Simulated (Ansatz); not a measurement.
In doubt: the elements are of a kind flagged for part-filled d or f shells, though by formal charges that shell is empty here, so the flag may not apply.

Consider BaTiO3 (Pm-3m).

Symmetry: Pm-3m, No. 221, cubic system. The conventional cell has a = 4.006 Å, b = 4.006 Å, c = 4.006 Å, α = 90.00°, β = 90.00°, γ = 90.00°. Nearest to Ba lie 12 O at 2.83 Å. Nearest to Ti lie 6 O at 2.00 Å. Nearest to O lie 2 Ti at 2.00 Å and 4 Ba at 2.83 Å. Farther neighbours and most contacts between anions are not listed.

```xyz
5
Lattice="4.0060 0.0000 0.0000 0.0000 4.0060 0.0000 0.0000 0.0000 4.0060" Properties=species:S:1:pos:R:3 pbc="T T T"
Ba    2.0030    2.0030    2.0030
Ti    0.0000    0.0000    0.0000
O     2.0030    0.0000    0.0000
O     0.0000    2.0030    0.0000
O     0.0000    0.0000    2.0030
```

The cell and positions come from the Crystallography Open Database and are kept as given unless a step says otherwise. Spin-orbit coupling is left out unless a run names it.

Gaps computed with Ansatz 0.2.0 without a self-energy: PBE 1.81 eV, PBE+SOC 1.79 eV and HSE06+SOC 3.16 eV.

**Question.** Estimate the G0W0@PBE gap with 6×6×6 mesh, 382 empty bands, screening to 190 eV, all-electron files.

About 3.20 eV: on its mesh the run moves the gap from 1.80 eV by +1.40 eV. Bands and cutoff are finite, so the gap is not at the basis limit. The miss can reach some tenths of an eV and take either sign; the mesh is an error of its own. This is the ideal cubic cell; many perovskites, halides above all, are cubic only on average, and local tilts or off-centring can widen the gap. The many-body steps are scalar-relativistic: spin-orbit coupling is not in them.

[Paths, hosts, dates, memory and timing lines, banners, echoed tables and standing remarks are left out of the program output.]

[Logs are printed without paths, hosts, clocks, repeated set-up lines and the standing remarks that a program may print on its own settings, such as how far it seeks lower states.]

[Runs of the session that timed out or met a known fault of the program may be left out.]

[Cells called generated may have been cut or substituted from an entry of the Crystallography Open Database or the Materials Project.]

[Hosts, paths, dates, database ids (printed as entryN), source tags and the programs' standing remarks are cut or masked in the printed files.]
